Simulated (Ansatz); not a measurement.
Bi3O4Cl (C2/c), computed twice by G0W0.

```xyz
16
Lattice="9.6407 -2.8238 0.0000 9.6407 2.8238 0.0000 -1.5365 0.0000 5.4842" Properties=species:S:1:pos:R:3 pbc="T T T"
Bi    8.4883    1.1719    4.1132
Bi    9.2566   -1.1719    1.3711
Bi   11.0336   -1.6501    5.1179
Bi    5.9429   -1.6501    3.1085
Bi    6.7112    1.6501    0.3663
Bi   11.8019    1.6501    2.3758
Cl    4.0521    1.4119    2.7421
Cl    4.8203   -1.4119    0.0000
O     0.8618    0.2152    3.3311
O    16.1148    0.2152    4.8952
O    16.8830   -0.2152    2.1531
O     1.6301   -0.2152    0.5890
O    10.1593    0.3744    2.6291
O     8.3538    0.3744    0.1130
O     7.5856   -0.3744    2.8551
O     9.3910   -0.3744    5.3712
```

The cell and positions come from the Crystallography Open Database and are kept as given unless a step says otherwise. Spin-orbit coupling is left out unless a run names it. PAW set soft_2, made with PBE.

The first (Ansatz 0.2.0; start LDA, 4×4×4 mesh, 1005 empty bands, screening to 130 eV; 1 × NVIDIA H100 80GB HBM3 (shared by 6 runs) with 3 threads of AMD EPYC 7R13 (Zen 3), shared host) gave, on its mesh: starting gap 2.48 eV, G0W0 gap 3.46 eV, RPA ε∞ (mean) 5.40, 11 min.

The second gave: starting gap 2.48 eV, G0W0 gap 3.34 eV, RPA ε∞ (mean) 5.45, 3.4 min.

What was changed in the input? Choose among start, files, mesh, bands and cutoff, frequency model or another key.

Changed: empty bands from 1005 to 467 and screening cutoff (eV) from 130.0 to 78. The starting gap stayed, which rules out the functional and points to the GW step. Other changes could give like numbers; this is the one that was made.

Limits: not at the basis limit; no spin-orbit coupling.

[Paths, hosts, dates, memory and timing lines, banners, echoed tables and standing remarks are left out of the program output.]

[Logs are printed without paths, hosts, clocks, repeated set-up lines and the standing remarks that a program may print on its own settings, such as how far it seeks lower states.]

[Runs of the session that timed out or met a known fault of the program may be left out.]

[Cells called generated may have been cut or substituted from an entry of the Crystallography Open Database or the Materials Project.]

[Hosts, paths, dates, database ids (printed as entryN), source tags and the programs' standing remarks are cut or masked in the printed files.]
